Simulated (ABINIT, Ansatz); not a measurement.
**Quasiparticle gap of TePb (Fm-3m) in ABINIT**

Aim: the G0W0 gap of TePb (Fm-3m) on PBE, step by step.

Program: ABINIT 10.8.3. Level of theory: PBE and many-body steps on it, plane waves. Results are calculated unless marked as measured.

**Experimental background.**

- Gap 0.19 eV: electronic band gap at 4 K; 4 K; bulk crystal (quoted in “Lattice Properties of PbX (X = S, Se, Te): Experimental Studies and ab initio Calculations Including Spin-Orbit Effects”, 2008, arxiv:0808.3152).

- Gap 0.37 eV: thermally activated gap from Seebeck maximum; Seebeck coefficient maximum; bulk crystal (Bridgman-grown p-type crystal, maximum near 450-500 K) (“Site-Specific Contributions to the Band Inversion in a Topological Crystalline Insulator”, 2015, arxiv:1506.06328).

- Gap 0.32 eV: direct gap at L; earlier experiment (Expt. column of Table 1); 300 K; bulk crystal (literature value) (quoted in “Electronic band structure of epitaxial PbTe (111) thin films observed by angle-resolved photoemission spectroscopy”, 2017, arxiv:1704.07516).

Most raw output is cut from this account.

### Step 1. Set-up

The structure is cubic, space group Fm-3m (No. 225). The conventional cell has a = 6.462 Å, b = 6.462 Å, c = 6.462 Å, α = 90.00°, β = 90.00°, γ = 90.00°. Te has 6 Pb at 3.23 Å nearest. Pb has 6 Te at 3.23 Å nearest. Farther neighbours and most contacts between anions are not listed.

The cell and positions come from the Crystallography Open Database and are kept as given unless a step says otherwise. Spin-orbit coupling is left out unless a step names it.

### Step 2. Ground state

This step: ABINIT 10.8.3; DFT, PBE, plane waves, norm-conserving pseudopotentials.

The ground-state density comes first.

File run.abi:

```
acell 3*1.0 Angstrom
rprim 
  -0.000000000000 3.231000000000 3.231000000000
  3.231000000000 0.000000000000 3.231000000000
  3.231000000000 3.231000000000 0.000000000000
ntypat 2
znucl 52 82
natom 2
typat 1 2
xred 
  0.500000000000 0.500000000000 0.500000000000
  0.000000000000 0.000000000000 0.000000000000
pp_dirpath "pseudos"
pseudos "Te.upf, Pb.upf"
ecut 39
ngkpt 6 6 6
nshiftk 1
shiftk 0 0 0
kptopt 1
chksymbreak 0
nband 28
occopt 1
tolvrs 1e-10
nstep 60
prtwf 0
optforces 0
optstress 0
indata_prefix "in"
outdata_prefix "out"
tmpdata_prefix "tmp"
```

Launch:

```
$ OMP_NUM_THREADS=1 mpirun -n 4 abinit run.abi > log
```

It took 31 s on 4 MPI ranks of Arm Neoverse V1, shared host; peak memory 0.42 GiB.

This step gave:

* total energy: -13341.8235 eV
* gap: 0.7388 eV
* k of the valence top: 0.5, 0, 0
* k of the conduction bottom: 0.5, 0, 0
* least direct gap: 0.7388 eV

The gap is direct, at (0.500, 0.000, 0.000).

### Step 3. Bands along the symmetry lines

Levels along a band path, at the cheap level, show where the edges lie and whether the meshes to come will hold them.

File run.abi:

```
acell 3*1.0 Angstrom
rprim 
  -0.000000000000 3.231000000000 3.231000000000
  3.231000000000 0.000000000000 3.231000000000
  3.231000000000 3.231000000000 0.000000000000
ntypat 2
znucl 52 82
natom 2
typat 1 2
xred 
  0.500000000000 0.500000000000 0.500000000000
  0.000000000000 0.000000000000 0.000000000000
pp_dirpath "pseudos"
pseudos "Te.upf, Pb.upf"
ecut 39
iscf -2
irdden 1
kptopt 0
nkpt 50
kpt 
  0.00000000 0.00000000 0.00000000
  0.06250000 0.00000000 0.06250000
  0.12500000 0.00000000 0.12500000
  0.18750000 0.00000000 0.18750000
  0.25000000 0.00000000 0.25000000
  0.31250000 0.00000000 0.31250000
  0.37500000 0.00000000 0.37500000
  0.43750000 0.00000000 0.43750000
  0.50000000 0.00000000 0.50000000
  0.51562500 0.03125000 0.51562500
  0.53125000 0.06250000 0.53125000
  0.54687500 0.09375000 0.54687500
  0.56250000 0.12500000 0.56250000
  0.57812500 0.15625000 0.57812500
  0.59375000 0.18750000 0.59375000
  0.60937500 0.21875000 0.60937500
  0.62500000 0.25000000 0.62500000
  0.37500000 0.37500000 0.75000000
  0.32812500 0.32812500 0.65625000
  0.28125000 0.28125000 0.56250000
  0.23437500 0.23437500 0.46875000
  0.18750000 0.18750000 0.37500000
  0.14062500 0.14062500 0.28125000
  0.09375000 0.09375000 0.18750000
  0.04687500 0.04687500 0.09375000
  0.00000000 0.00000000 0.00000000
  0.06250000 0.06250000 0.06250000
  0.12500000 0.12500000 0.12500000
  0.18750000 0.18750000 0.18750000
  0.25000000 0.25000000 0.25000000
  0.31250000 0.31250000 0.31250000
  0.37500000 0.37500000 0.37500000
  0.43750000 0.43750000 0.43750000
  0.50000000 0.50000000 0.50000000
  0.50000000 0.46875000 0.53125000
  0.50000000 0.43750000 0.56250000
  0.50000000 0.40625000 0.59375000
  0.50000000 0.37500000 0.62500000
  0.50000000 0.34375000 0.65625000
  0.50000000 0.31250000 0.68750000
  0.50000000 0.28125000 0.71875000
  0.50000000 0.25000000 0.75000000
  0.50000000 0.21875000 0.71875000
  0.50000000 0.18750000 0.68750000
  0.50000000 0.15625000 0.65625000
  0.50000000 0.12500000 0.62500000
  0.50000000 0.09375000 0.59375000
  0.50000000 0.06250000 0.56250000
  0.50000000 0.03125000 0.53125000
  0.50000000 0.00000000 0.50000000
istwfk *1
nband 30
nbdbuf 2
tolwfr 1e-08
nstep 40
prtwf 0
prtvol 0
indata_prefix "in"
outdata_prefix "out"
tmpdata_prefix "tmp"
```

The job ended after 47 s (4 MPI ranks; peak memory 0.39 GiB).

This step gave:

```yaml
gap: 0.7388 eV
k_of_the_valence_top: 0.5, 0.5, 0.5
k_of_the_conduction_bottom: 0.5, 0.5, 0.5
least_direct_gap: 0.7388 eV
```

The gap is 0.739 eV, as in the run before at this level.

Electronic bands along the path, in eV, zero at the top of the highest filled band:

```
    point  band 20  band 21  band 22  band 23  band 24  band 25  band 26  band 27
        Γ    -5.60    -1.35    -1.35    -1.35     4.08     4.08     4.08     5.83
  halfway    -6.85    -2.15    -2.15    -1.40     2.60     4.08     4.50     4.50
        X    -7.29    -4.49    -2.80    -2.80     3.31     5.47     5.47     6.70
  halfway    -7.52    -4.40    -2.67    -2.59     3.61     4.91     5.05     6.49
        U    -7.96    -4.11    -2.30    -2.08     3.58     3.79     5.14     5.94
jump to K    -7.96    -4.11    -2.30    -2.08     3.58     3.79     5.14     5.94
  halfway    -7.31    -2.46    -0.76    -0.14     1.34     1.65     4.24     6.13
        Γ    -5.60    -1.35    -1.35    -1.35     4.08     4.08     4.08     5.83
  halfway    -7.01    -1.18    -1.18    -0.65     2.13     2.46     2.46     5.97
        L    -8.58    -0.89    -0.89     0.00     0.74     1.28     1.28     8.39
  halfway    -8.32    -2.77    -2.56    -0.46     1.34     3.57     4.03     6.85
        W    -7.98    -3.78    -3.78    -0.36     1.68     5.23     5.23     6.86
  halfway    -7.66    -4.30    -3.13    -1.85     3.67     3.93     5.79     6.29
        X    -7.29    -4.49    -2.80    -2.80     3.31     5.47     5.47     6.70
```

### Step 4. Empty states on the mesh, 4×4×4 mesh, 687 bands

The sums over transitions need many empty states on a uniform mesh; this step solves for them.

File run.abi:

```
acell 3*1.0 Angstrom
rprim 
  -0.000000000000 3.231000000000 3.231000000000
  3.231000000000 0.000000000000 3.231000000000
  3.231000000000 3.231000000000 0.000000000000
ntypat 2
znucl 52 82
natom 2
typat 1 2
xred 
  0.500000000000 0.500000000000 0.500000000000
  0.000000000000 0.000000000000 0.000000000000
pp_dirpath "pseudos"
pseudos "Te.upf, Pb.upf"
ecut 39
ngkpt 4 4 4
nshiftk 1
shiftk 0 0 0
kptopt 1
chksymbreak 0
iscf -2
irdden 1
istwfk *1
nband 687
nbdbuf 62
tolwfr 1e-09
nstep 60
prtvol 0
indata_prefix "in"
outdata_prefix "out"
tmpdata_prefix "tmp"
```

Wall time 13 min (4 MPI ranks); peak memory 0.93 GiB.

This step gave:

```yaml
gap: 0.7388 eV
k_of_the_valence_top: 0.5, 0, 0
k_of_the_conduction_bottom: 0.5, 0, 0
least_direct_gap: 0.7388 eV
k_points_computed: 8
lowest_point_of_the_top_converged_band_above_the_valence_top: 235.8797 eV
```

On this mesh the gap is 0.739 eV.

### Step 5. Screening, 4×4×4 mesh, 268 bands, screening to 247.6 eV

The RPA dielectric matrix is built and inverted for each q.

This step: RPA screening on PBE, plane waves, norm-conserving pseudopotentials.

Changes to run.abi since step 4:

```diff
@@ -20,10 +20,11 @@
 chksymbreak 0
-iscf -2
-irdden 1
 istwfk *1
-nband 687
-nbdbuf 62
-tolwfr 1e-09
-nstep 60
-prtvol 0
+occopt 1
+irdwfk 1
+optdriver 3
+nband 268
+ecuteps 9.1
+inclvkb 2
+awtr 1
+symchi 1
 indata_prefix "in"
```

The job ended after 8.4 min (4 MPI ranks; peak memory 2.7 GiB).

This step gave:

```yaml
eps_infinity_with_local_fields_on_this_mesh_along_the_program_s_q_direction: 38.55
the_same_without_local_fields: 41.24
plasma_frequency: 30.66 eV
plane_waves_in_the_screening_matrix: 609
```

Local fields lower ε∞ by 7 %.

### Step 6. Self-energy, 4×4×4 mesh, 268 bands, screening to 247.6 eV

The self-energy is evaluated for the states that the input lists, and the levels follow from it, in one-shot runs by the linearised quasiparticle equation.

This step: G0W0 on PBE, plane waves, norm-conserving pseudopotentials.

Changes to run.abi since step 5:

```diff
@@ -23,8 +23,17 @@
 irdwfk 1
-optdriver 3
+optdriver 4
 nband 268
+gwcalctyp 0
+ecutsigx 39
+symsigma 1
+nkptgw 2
+kptgw 
+  0.5000000000 0.0000000000 0.0000000000
+  0.0000000000 0.0000000000 0.0000000000
+bdgw 
+  21 26
+  21 26
 ecuteps 9.1
-inclvkb 2
-awtr 1
-symchi 1
+irdscr 1
+ppmodel 1
 indata_prefix "in"
```

Elapsed: 2.5 min, on 4 MPI ranks; peak memory 2.9 GiB; 10 min of CPU time.

Numbers from this step:

```
G0W0 gap on the points computed              : 0.9270 eV
starting gap on the mesh                     : 0.7388 eV
k of the valence top                         : 0.5, 0, 0
k of the conduction bottom                   : 0.5, 0, 0
Z at the valence top                         : 0.798
Z at the conduction bottom                   : 0.808
least direct G0W0 gap on the computed points : 0.9270 eV
```

The gap on the mesh goes from 0.74 eV to 0.93 eV, a correction of +0.19 eV.

Limits: finite bands, cutoff and mesh; model gap, bands may invert with spin-orbit coupling; no spin-orbit coupling; coarse k mesh. v1 is the top filled band, c1 the lowest empty one. Levels before and after the correction, in eV, zero at the valence-band top of each column:

```
           conduction bottom  valence top
Kohn-Sham               0.74         0.00
     G0W0               0.93         0.00
```

```
                     level  energy (eV)
Kohn-Sham  (0.5 0 0) v3-v2       -0.889
Kohn-Sham     (0.5 0 0) v1        0.000
Kohn-Sham     (0.5 0 0) c1        0.739
Kohn-Sham  (0.5 0 0) c2-c3        1.278
     G0W0  (0.5 0 0) v3-v2       -1.048
     G0W0     (0.5 0 0) v1        0.000
     G0W0     (0.5 0 0) c1        0.927
     G0W0  (0.5 0 0) c2-c3        1.471
```

### Step 7. Where the time went

Times are wall times on 4 MPI ranks of Arm Neoverse V1, shared host, good to a factor of about two.

```
                          step     time  share  memory (GiB)
                  ground state     31 s    2 %          0.42
bands along the symmetry lines     47 s    3 %          0.39
      empty states on the mesh   13 min   52 %          0.93
                     screening  8.4 min   33 %           2.7
                   self-energy  2.5 min   10 %           2.9
```

### Step 8. Summary of results

| Item | Value |
| --- | --- |
| PBE gap | 0.74 eV, direct |
| G0W0 gap on the mesh | 0.93 eV |
| GW settings | 4×4×4 mesh, 268 bands, screening to 247.6 eV, Godby-Needs plasmon pole |
| known limits | not at the basis limit; model gap, bands may invert with spin-orbit coupling; mesh may overstate the screening; no spin-orbit coupling; coarse k mesh |

**Reading.** G0W0 moves the gap on the mesh from 0.74 eV to 0.93 eV (+0.19 eV), with Z of 0.80 and 0.81 at the edges. Local fields lower the RPA ε∞ on this mesh from 41.24 to 38.55. Only 2 of the mesh's irreducible points were corrected, so a valley elsewhere could overtake. The dearest step here is «empty states on the mesh». Against experiment, by G0W0@PBE: the gap of 0.93 eV lies +0.74 eV from the measured 0.19 eV (electronic, 4 K, quoted 2008); the gap of 0.93 eV lies +0.56 eV from the measured 0.37 eV (transport, 2015); the direct gap of 0.93 eV lies +0.61 eV from the measured 0.32 eV (direct, 300 K, quoted 2017). An exciton line or allowed optical edge lies below the quasiparticle gap by the binding energy; a forbidden edge can push the onset above it. The calculation has static nuclei and no excitons; a measured gap holds zero-point and thermal motion, which in such lone-pair compounds can raise it as well as lower it. With atoms this heavy the missing spin-orbit coupling can matter too. Bands and cutoff are finite, so the gap is not at the basis limit. The miss can reach some tenths of an eV and take either sign; the mesh is an error of its own. In the G0W0 run levels were corrected at 2 k points alone, so a gap called «on the mesh» is the least over those, and an edge elsewhere would be missed. The 4×4×4 mesh is coarse for this cell, which bears on the long-range parts of exchange and screening. Where an edge is built on 6p states of lead, bismuth or thallium, scalar-relativistic gaps usually stand too wide, by a few tenths to over one eV. With atoms this heavy and so narrow a gap, spin-orbit coupling can invert the bands. These scalar-relativistic gaps are then model values, not to be set against experiment, and a spin-orbit change taken from DFT can't simply be added. The RPA ε∞ on this mesh reaches over 25; with a narrow direct gap a coarse mesh can overstate it, and the correction is then too small.

[Paths, hosts, dates, memory and timing lines, banners, echoed tables and standing remarks are left out of the program output.]

[Logs are printed without paths, hosts, clocks, repeated set-up lines and the standing remarks that a program may print on its own settings, such as how far it seeks lower states.]

[Runs of the session that timed out or met a known fault of the program may be left out.]

[Hosts, paths, dates, database ids (printed as entryN), source tags and the programs' standing remarks are cut or masked in the printed files.]

[G0W0 gaps are taken among the corrected bands and points alone; a level outside them can change the order at an edge.]

[Where Ansatz stands beside ABINIT at settings called matched, ABINIT's density can come from a denser mesh and the files from another edition; pairs whose starting gaps differed by over 0.03 eV were left out, so agreement reads better than it is.]
